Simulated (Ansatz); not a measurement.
## Na4TlCl5: complex band structure

A new crystal, Na4TlCl5: structure, gap and complex bands. It is built by putting Tl for K in the KNa4Cl5 structure of space group I4/mmm, with the volume rescaled by atomic radii. The parent structure comes from the Materials Project.

Method: LDA DFT, plane waves, PAW files, in the first sound run; inputs show where later runs differ, in Ansatz 0.2.0.

The structure was built from a prototype and need not be the compound's stable phase.

## (1) The structure

The structure is tetragonal, space group I4/mmm (No. 139). Conventional cell: a = 4.049 Å, b = 4.049 Å, c = 28.207 Å, α = 90.00°, β = 90.00°, γ = 90.00°. Nearest to Tl lie 6 Cl at 2.86 to 2.97 Å. Na has 6 Cl at 2.75 to 2.91 Å nearest. Na has 6 Cl at 2.72 to 2.86 Å nearest. Nearest to Cl lie 5 Na at 2.72 to 2.86 Å and 1 Tl at 2.97 Å. Cl has 4 Tl at 2.86 Å and 2 Na at 2.91 Å nearest. Cl has 6 Na at 2.75 to 2.86 Å nearest. It derives from KNa4Cl5. Tl for K in the KNa4Cl5 structure of space group I4/mmm. Farther neighbours and most contacts between anions are not listed.

## (2) Relaxing the new crystal

The substituted atoms don't fit the parent's cell, so cell and atoms relax together. A small smearing keeps the run stable in case the gap closes on the way.

input.yaml

```yaml
crystal:
  lattice:
    - [-2.0246433369, 2.0246433369, 14.1036468169]
    - [2.0246433369, -2.0246433369, 14.1036468169]
    - [2.0246433369, 2.0246433369, -14.1036468169]
  atoms:
    - { symbol: Tl, position: [0.0, 0.0, 0.0] }
    - { symbol: Na, position: [0.396897, 0.396897, 0.0] }
    - { symbol: Na, position: [0.798298, 0.798298, 0.0] }
    - { symbol: Na, position: [0.201702, 0.201702, 0.0] }
    - { symbol: Na, position: [0.603103, 0.603103, 0.0] }
    - { symbol: Cl, position: [0.105419, 0.105419, 0.0] }
    - { symbol: Cl, position: [0.5, 0.5, 0.0] }
    - { symbol: Cl, position: [0.894581, 0.894581, 0.0] }
    - { symbol: Cl, position: [0.299327, 0.299327, 0.0] }
    - { symbol: Cl, position: [0.700673, 0.700673, 0.0] }
kpoints:
  mp_grid: { grid: [8, 8, 8] }
scf:
  occupations: { method: gaussian, width: 0.03 }
hamiltonian:
  xc: lda
output:
  forces: true
  stress: true
relax:
  f_tol: 0.02
  max_steps: 60
  cell: {}
```

Launch:

```sh
$ ansatz run input.yaml --threads 2 --pin off --max-ram 4096MiB --backend cpu --events-out ev --progress --plain --runs-dir out
```

Numbers of over 12 decimals in the logs are rounded to 6 here.

Output:

```text
basis.fft_grid_basis auto: the FFT boxes are laid along the combinations [[1, 0, 1], [0, 1, 1], [0, 0, 1]] of the cell's own vectors, 4.049, 4.049 and 14.391 Å long. The dense box has 30×30×100 points. Along the cell's own vectors, as sized, it would have 100×100×100, 11.11 times as many. Of the 16 symmetry operations that the crystal satisfies within crystal.symmetry.tolerance (time reversal apart; of a slab, those  [...]
Engine: ansatz 0.2.0, x86_64-unknown-linux-gnu
Pseudopotentials: kind: paw
Pseudopotential: Tl, paw, valence charge 13, recommended cutoff 420 eV (normal), Tl.paw.azcp
Pseudopotential: Na, paw, valence charge 9, recommended cutoff 420 eV (normal), Na.paw.azcp
Pseudopotential: Cl, paw, valence charge 7, recommended cutoff 420 eV (normal), Cl.paw.azcp
Functional definition: SPW92
  exchange = slater_x
  correlation = pw_c
Crystal: 10 atoms, lattice volume = 231.254 Å³
Basis set: ecut = 420 eV, 4523 PW (Γ), FFT grids on a1+a3, a2+a3, a3
Bands: 52, of which v1, the nominal top of the filled ones, is band 42 counted from 1 (41 counted from 0)
Symmetry: 16 space group operations
Space group: I4/mmm (ITA 139), of the structure as read, at distance tolerance 6.1e-5 Å
k-points: 59 of 512
Non-local potential: Tl, projectors of the file, l = 0: 2, l = 1: 2, l = 2: 2, l = 3: 1
Non-local potential: Na, projectors of the file, l = 0: 3, l = 1: 2, l = 2: 1
Non-local potential: Cl, projectors of the file, l = 0: 2, l = 1: 2, l = 2: 2
PAW form: soft (Blöchl's): semilocal exchange-correlation on the pseudo side does not see the compensation charge
PAW frozen core: Tl, regenerated for the run's functional, and the local potential with it (the file was generated under x = pbe(κ = 0.804, μ = 0.219515), c = pbe(β = 0.066725))
PAW frozen core: Na, regenerated for the run's functional, and the local potential with it (the file was generated under x = pbe(κ = 0.804, μ = 0.219515), c = pbe(β = 0.066725))
PAW frozen core: Cl, regenerated for the run's functional, and the local potential with it (the file was generated under x = pbe(κ = 0.804, μ = 0.219515), c = pbe(β = 0.066725))
PAW one-centre angular grid: Tl, 590 points (default); XC on 64 Gauss nodes
PAW one-centre angular grid: Na, 110 points (default); XC on 64 Gauss nodes
PAW one-centre angular grid: Cl, 110 points (default); XC on 64 Gauss nodes
Initial density: superposition of atomic densities (neutral atoms: chi_scale 0, normalization atom), corrected by the library's trained network
Initial wavefunctions: pseudopotential atomic-orbital guess
Functional: x = slater, c = lda
SCF iter   1: F=—  HF=-22249.287305 eV  |F-HF|=—  |Δ(HF+E_count)|=         —  Δρ=7.70e-3  dr2=1.36e-1  ethr=1.77e-3  ⟨swp⟩=7.6  Hψ=13397  notcnv=0  defer=27
preconditioner: auto → Resta (q_TF=auto, 2.305 Å⁻¹)  ε∞=3.1  [insulator: Δε(μ)=1.805 eV  Ē_g=12.098 eV  σ=0.030 eV  W_gap=1.00  n_scr=54 (ndim 8)  ℏωp=17.6 eV  f_vac=0.035  D(μ)=0.00/eV (n_scr^D=0)  ε∞_Penn≈3.1]
SCF iter   2: F=—  HF=-22249.236174 eV  |F-HF|=—  |Δ(HF+E_count)|=   5.11e-2  Δρ=3.14e-3  dr2=2.21e-2  ethr=1.62e-4  ⟨swp⟩=2.5  Hψ=6177  notcnv=0  defer=212
SCF iter   3: F=—  HF=-22249.229072 eV  |F-HF|=—  |Δ(HF+E_count)|=   7.10e-3  Δρ=8.55e-4  dr2=1.53e-3  ethr=2.63e-5  ⟨swp⟩=2.6  Hψ=4851  notcnv=0  defer=212
SCF iter   4: F=—  HF=-22249.228739 eV  |F-HF|=—  |Δ(HF+E_count)|=   3.33e-4  Δρ=1.02e-4  dr2=2.85e-5  ethr=1.82e-6  ⟨swp⟩=2.0  Hψ=3496  notcnv=0  defer=212
SCF iter   5: F=—  HF=-22249.229000 eV  |F-HF|=—  |Δ(HF+E_count)|=   2.61e-4  Δρ=3.70e-5  dr2=2.86e-6  ethr=3.39e-8  ⟨swp⟩=2.1  Hψ=4111  notcnv=0  defer=212
SCF iter   6: F=-22249.229000 eV  HF=-22249.229000 eV  |F-HF|=2.58e-8  |Δ(HF+E_count)|=   3.34e-7  Δρ=5.23e-6  dr2=9.99e-8  ethr=1.19e-10  ⟨swp⟩=3.0  Hψ=12516  notcnv=0
SCF 1 converged in 6 iterations: F = -22249.229000 eV  dr2 = 9.99e-8
  greatest PAW one-centre occupation: 0.999 electrons in one spin orbital (limit 2), on the Na atom at site 3 (counted from 0), in its partial waves of l = 0
relax step   1: F+E_penalty+E_count = -22249.22900026 eV  Δ(F+E_penalty+E_count) = +0.000e0 eV  max|allowed force component| = 2.375e-1 eV/Å  Δτ_max = 0.0000 Å  P = +0.050 GPa  Ω = 231.254 Å³  (6 SCF iters, dr2 threshold 1.00e-7 eV, accepted)
Crystal: 10 atoms, lattice volume = 232.501 Å³
Basis set: ecut = 420 eV, 4547 PW (Γ), FFT grids on a1+a3, a2+a3, a3
Initial density: handed on by an earlier stage of this run
Initial wavefunctions: those handed on with the density
iter 1 solved again at ethr=5.59e-5 eV; its pass at ethr=3.10e-3 eV (dr2=4.70e-2 eV) is discarded
SCF iter   1: F=—  HF=-22249.257326 eV  |F-HF|=—  |Δ(HF+E_count)|=         —  Δρ=4.77e-3  dr2=5.08e-2  ethr=5.59e-5  ⟨swp⟩=2.3  Hψ=11676  notcnv=0
preconditioner: auto → Resta (q_TF=auto, 2.303 Å⁻¹)  ε∞=3.1  [insulator: Δε(μ)=1.950 eV  Ē_g=12.138 eV  σ=0.030 eV  W_gap=1.00  n_scr=54 (ndim 8)  ℏωp=17.6 eV  f_vac=0.024  D(μ)=0.00/eV (n_scr^D=0)  ε∞_Penn≈3.1]
SCF iter   2: F=—  HF=-22249.241816 eV  |F-HF|=—  |Δ(HF+E_count)|=   1.55e-2  Δρ=2.38e-3  dr2=1.04e-2  ethr=5.59e-5  ⟨swp⟩=2.2  Hψ=4399  notcnv=0  defer=1
SCF iter   3: F=—  HF=-22249.237700 eV  |F-HF|=—  |Δ(HF+E_count)|=   4.12e-3  Δρ=3.00e-4  dr2=2.45e-4  ethr=1.24e-5  ⟨swp⟩=2.4  Hψ=5518  notcnv=0
SCF iter   4: F=—  HF=-22249.237873 eV  |F-HF|=—  |Δ(HF+E_count)|=   1.72e-4  Δρ=5.70e-5  dr2=1.41e-5  ethr=2.92e-7  ⟨swp⟩=2.7  Hψ=5411  notcnv=0
SCF iter   5: F=—  HF=-22249.237870 eV  |F-HF|=—  |Δ(HF+E_count)|=   2.37e-6  Δρ=2.09e-5  dr2=1.38e-6  ethr=1.19e-9  ⟨swp⟩=4.2  Hψ=10519  notcnv=0
SCF iter   6: F=-22249.237870 eV  HF=-22249.237870 eV  |F-HF|=8.11e-9  |Δ(HF+E_count)|=   3.17e-7  Δρ=4.67e-6  dr2=6.04e-8  ethr=1.19e-9  ⟨swp⟩=4.0  Hψ=9133  notcnv=0
SCF 2 converged in 6 iterations: F = -22249.237870 eV  dr2 = 6.04e-8
relax step   2: F+E_penalty+E_count = -22249.23786985 eV  Δ(F+E_penalty+E_count) = -8.870e-3 eV  max|allowed force component| = 1.457e-1 eV/Å  Δτ_max = 0.1060 Å  P = -0.199 GPa  Ω = 232.501 Å³  energy of the carried Pulay correction = -5.131e-5 eV  (6 SCF iters, dr2 threshold 1.00e-6 eV, accepted)
Crystal: 10 atoms, lattice volume = 231.577 Å³
iter 1 solved again at ethr=1.73e-5 eV; its pass at ethr=3.10e-3 eV (dr2=1.46e-2 eV) is discarded
SCF iter   1: F=—  HF=-22249.255814 eV  |F-HF|=—  |Δ(HF+E_count)|=         —  Δρ=2.46e-3  dr2=1.69e-2  ethr=1.73e-5  ⟨swp⟩=2.6  Hψ=12424  notcnv=0
preconditioner: auto → Resta (q_TF=auto, 2.304 Å⁻¹)  ε∞=3.1  [insulator: Δε(μ)=1.939 eV  Ē_g=12.162 eV  σ=0.030 eV  W_gap=1.00  n_scr=54 (ndim 8)  ℏωp=17.6 eV  f_vac=0.024  D(μ)=0.00/eV (n_scr^D=0)  ε∞_Penn≈3.1]
SCF iter   2: F=—  HF=-22249.250737 eV  |F-HF|=—  |Δ(HF+E_count)|=   5.08e-3  Δρ=1.15e-3  dr2=2.71e-3  ethr=1.73e-5  ⟨swp⟩=2.0  Hψ=4379  notcnv=0
SCF iter   3: F=—  HF=-22249.249623 eV  |F-HF|=—  |Δ(HF+E_count)|=   1.11e-3  Δρ=2.14e-4  dr2=9.64e-5  ethr=3.23e-6  ⟨swp⟩=2.0  Hψ=5223  notcnv=0
SCF iter   4: F=—  HF=-22249.249837 eV  |F-HF|=—  |Δ(HF+E_count)|=   2.14e-4  Δρ=3.41e-5  dr2=2.79e-6  ethr=1.15e-7  ⟨swp⟩=2.0  Hψ=4910  notcnv=0
SCF iter   5: F=-22249.249837 eV  HF=-22249.249837 eV  |F-HF|=3.34e-7  |Δ(HF+E_count)|=   1.91e-7  Δρ=1.39e-5  dr2=3.91e-7  ethr=1.19e-9  ⟨swp⟩=4.0  Hψ=10376  notcnv=0
SCF 3 converged in 5 iterations: F = -22249.249837 eV  dr2 = 3.91e-7
relax step   3: F+E_penalty+E_count = -22249.24983661 eV  Δ(F+E_penalty+E_count) = -1.197e-2 eV  max|allowed force component| = 2.279e-2 eV/Å  Δτ_max = 0.0297 Å  P = -0.031 GPa  Ω = 231.577 Å³  energy of the carried Pulay correction = -1.332e-5 eV  (5 SCF iters, dr2 threshold 1.00e-6 eV, accepted)
[...]
relax step   4: F+E_penalty+E_count = -22249.25033584 eV  Δ(F+E_penalty+E_count) = -4.992e-4 eV  max|allowed force component| = 5.015e-3 eV/Å  Δτ_max = 0.0070 Å  P = +0.005 GPa  Ω = 231.381 Å³  energy of the carried Pulay correction = -5.256e-6 eV  (5 SCF iters, dr2 threshold 7.45e-8 eV, accepted)
Initial wavefunctions: pseudopotential atomic-orbital guess (no wavefunctions were taken with the density)
iter 1 solved again at ethr=1.70e-7 eV; its pass at ethr=3.10e-3 eV (dr2=1.42e-4 eV) is discarded
SCF iter   1: F=—  HF=-22249.250090 eV  |F-HF|=—  |Δ(HF+E_count)|=         —  Δρ=2.38e-5  dr2=3.74e-8  ethr=1.70e-7  ⟨swp⟩=3.1  Hψ=19996  notcnv=0
eigensolver tolerance schedule: the retry pair's looser diagonalisation over-reported the residual by 3803.30 of it (diagonalisation noise at 0.26 of the residual, at the tolerance the schedule requests for it); recorded, not acted on — ethr = c·dr2/N_el stays at c = 1.0e-1
preconditioner: auto → Resta (q_TF=auto, 2.304 Å⁻¹)  ε∞=3.1  [insulator: Δε(μ)=1.939 eV  Ē_g=12.163 eV  σ=0.030 eV  W_gap=1.00  n_scr=54 (ndim 8)  ℏωp=17.6 eV  f_vac=0.024  D(μ)=0.00/eV (n_scr^D=0)  ε∞_Penn≈3.1]
SCF iter   2: F=—  HF=-22249.250342 eV  |F-HF|=—  |Δ(HF+E_count)|=   2.52e-4  Δρ=1.20e-5  dr2=1.05e-8  ethr=4.46e-11  ⟨swp⟩=2.8  Hψ=6319  notcnv=0
SCF iter   3: F=—  HF=-22249.250343 eV  |F-HF|=—  |Δ(HF+E_count)|=   4.37e-7  Δρ=1.34e-6  dr2=1.69e-9  ethr=1.25e-11  ⟨swp⟩=2.4  Hψ=5279  notcnv=0
SCF iter   4: F=—  HF=-22249.250343 eV  |F-HF|=—  |Δ(HF+E_count)|=  8.29e-10  Δρ=4.17e-7  dr2=2.68e-10  ethr=2.01e-12  ⟨swp⟩=2.0  Hψ=5019  notcnv=0
SCF iter   5: F=-22249.250343 eV  HF=-22249.250343 eV  |F-HF|=0.00e0  |Δ(HF+E_count)|=  1.46e-11  Δρ=1.36e-7  dr2=2.22e-11  ethr=1.00e-12  ⟨swp⟩=4.0  Hψ=10502  notcnv=0
SCF 5 converged in 5 iterations: F = -22249.250343 eV  dr2 = 2.22e-11
relax step   5: F+E_penalty+E_count = -22249.25034254 eV  Δ(F+E_penalty+E_count) = -6.705e-6 eV  max|allowed force component| = 5.019e-3 eV/Å  Δτ_max = 0.0000 Å  P = +0.005 GPa  Ω = 231.381 Å³  stress off target by 3.29e-2 GPa  SCF on the basis re-selected at this cell (its energy is not comparable with the rows above)  (5 SCF iters)
basis re-selected at this cell: Δ(F+E_penalty+E_count) = -6.705e-6 eV, ΔP = -0.000 GPa vs the last step (what re-selecting the basis moved, of the pressure what is left beyond the Pulay correction that the steps carried, after the strain that the cell walked since its last selection, with what the two solves' SCF thresholds leave and, on support functions, any second-order correction that the steps lacked; it is no measure of the basis error at this ecutwfc). The dense FFT grid was sized anew with the basis: this SCF ran on 30×30×96 points, the steps before it on 30×30×100, so part of this shift can come from that change (see relax.cell in the input reference). [rest of the remark cut]
SCF converged after 5 iterations
Free energy (F): -22249.250343 eV
Harris-Foulkes:  -22249.250343 eV  (|F-HF|=0.00e0)
Internal energy: -22249.250343 eV  (E = F + TS)
E sigma→0 (E₀):  -22249.250343 eV
Fermi energy:    5.281947 eV
--- Per-component energies (eV) ---
  E_band       = -977.515807
  E_kinetic    = 1624.766846
  E_local      = -7335.740438  (includes V_loc(G=0)·N_el)
  E_nonlocal   = 939.866650
  E_hartree    = 2585.061543
  E_xc         = -914.537772
  E_vxc        = -953.108115  (∫ρ·V_xc dr)
  E_paw        = -13970.596533  (= ΣΔE_a)
  E_vpaw       = -423.423982  (= ΣTr[D̂ρ^β])
  E_aug_tail   = 0.000456  (compensation charges beyond the density's cutoff)
  E_ewald      = -5179.445552
  E_core_change = 1.374458  (= ΣΔE_core)
  E_smearing   = -0.000000  (= −TS)
  E_closure    = 0.000000  (closes the sum)
  Σ components = -22249.250343   (vs F -22249.250343, Δ=0.00e0)
--- Forces (eV/Å), atoms counted from 1 ---
  atom   1  Tl     0.00000000     0.00000000    -0.00000000
  atom   2  Na     0.00000000     0.00000000     0.00039335
  atom   3  Na     0.00000000    -0.00000000     0.00151594
  atom   4  Na    -0.00000000     0.00000000    -0.00151594
  atom   5  Na    -0.00000000     0.00000000    -0.00039335
  atom   6  Cl     0.00000000     0.00000000     0.00501922
  atom   7  Cl    -0.00000000     0.00000000     0.00000000
  atom   8  Cl     0.00000000     0.00000000    -0.00501922
  atom   9  Cl     0.00000000     0.00000000     0.00042483
  atom  10  Cl     0.00000000     0.00000000    -0.00042483
  max |Σ_I F_I| component: 9.22e-19 eV/Å
--- Stress (GPa, compression-positive) ---
        0.024094       0.000000      -0.000000
        0.000000       0.024094       0.000000
        0.000000      -0.000000      -0.032852
  P = ⅓ Tr σ = 0.0051 GPa (0.051 kbar)
--- Relaxed structure (4 steps of the walk, 4 accepted, 1 SCFs on fresh bases) ---
  F+E_penalty+E_count = -22249.25034254 eV   max|allowed force component| = 5.019e-3 eV/Å   (the final SCF, on the basis selected at the relaxed cell)
  cell:  # Å, volume = 231.3810 Å³
    - [-2.028016, 2.028016, 14.064517]
    - [2.028016, -2.028016, 14.064517]
    - [2.028016, 2.028016, -14.064517]
  atoms:
    - { symbol: Tl, position: [1.3995852320380936e-19, 1.3995852320381013e-19, 0] }
    - { symbol: Na, position: [0.395194, 0.395194, 0] }
    - { symbol: Na, position: [0.796899, 0.796899, 0] }
    - { symbol: Na, position: [0.203101, 0.203101, 0] }
    - { symbol: Na, position: [0.604806, 0.604806, 0] }
    - { symbol: Cl, position: [0.108062, 0.108062, 0] }
    - { symbol: Cl, position: [0.5, 0.5, 0] }
    - { symbol: Cl, position: [0.891938, 0.891938, 0] }
    - { symbol: Cl, position: [0.298492, 0.298492, 0] }
    - { symbol: Cl, position: [0.701508, 0.701508, 0] }
```

Wall time 62 s (2 threads of AMD EPYC 7R13 (Zen 3), shared host); peak memory 0.84 GiB.

The steps of the relaxation:

```tsv
step	energy less that of the first step (eV)	largest force component (eV/Å)	pressure (GPa)	volume (Å³)
1	0.0000	0.2375	0.05	231.25
2	-0.0089	0.1457	-0.20	232.50
3	-0.0208	0.0228	-0.03	231.58
4	-0.0213	0.0050	0.01	231.38
5*	-0.0213	0.0050	0.01	231.38
```

Relaxation steps marked * repeat the geometry before them on a plane-wave basis chosen anew for their cell, so energy and pressure can jump there.

Forces are held to the 16 operations that the run works with; a distortion that breaks them can't arise in this run.

```tsv
conventional cell, symmetrised	before	after	change
a (Å)	4.049	4.056	+0.2 %
b (Å)	4.049	4.056	+0.2 %
c (Å)	28.207	28.129	-0.3 %
volume (Å³/atom)	23.13	23.14	+0.1 %
```

The atoms that moved most (Å, as changes of fractional coordinates times the final cell):

```tsv
atom	dx	dy	dz	length
Cl8	0.000	0.000	-0.074	0.074
Cl6	0.000	0.000	0.074	0.074
Na2	0.000	0.000	-0.048	0.048
Na5	0.000	0.000	0.048	0.048
Na3	0.000	0.000	-0.039	0.039
Na4	0.000	0.000	0.039	0.039
Cl10	0.000	0.000	0.023	0.023
Cl9	0.000	0.000	-0.023	0.023
```

Numbers from this step:

```yaml
free_energy: -22249.2503 eV
fermi_energy: 5.282 eV
pressure: 0.005112 GPa
```

The largest force component on a free atom ends at 0.0050 eV/Å.

(Continued in part 2 of 3.)

[Logs are printed without paths, hosts, clocks, repeated set-up lines and the standing remarks that a program may print on its own settings, such as how far it seeks lower states.]

[Hosts, paths, dates, database ids (printed as entryN), source tags and the programs' standing remarks are cut or masked in the printed files.]
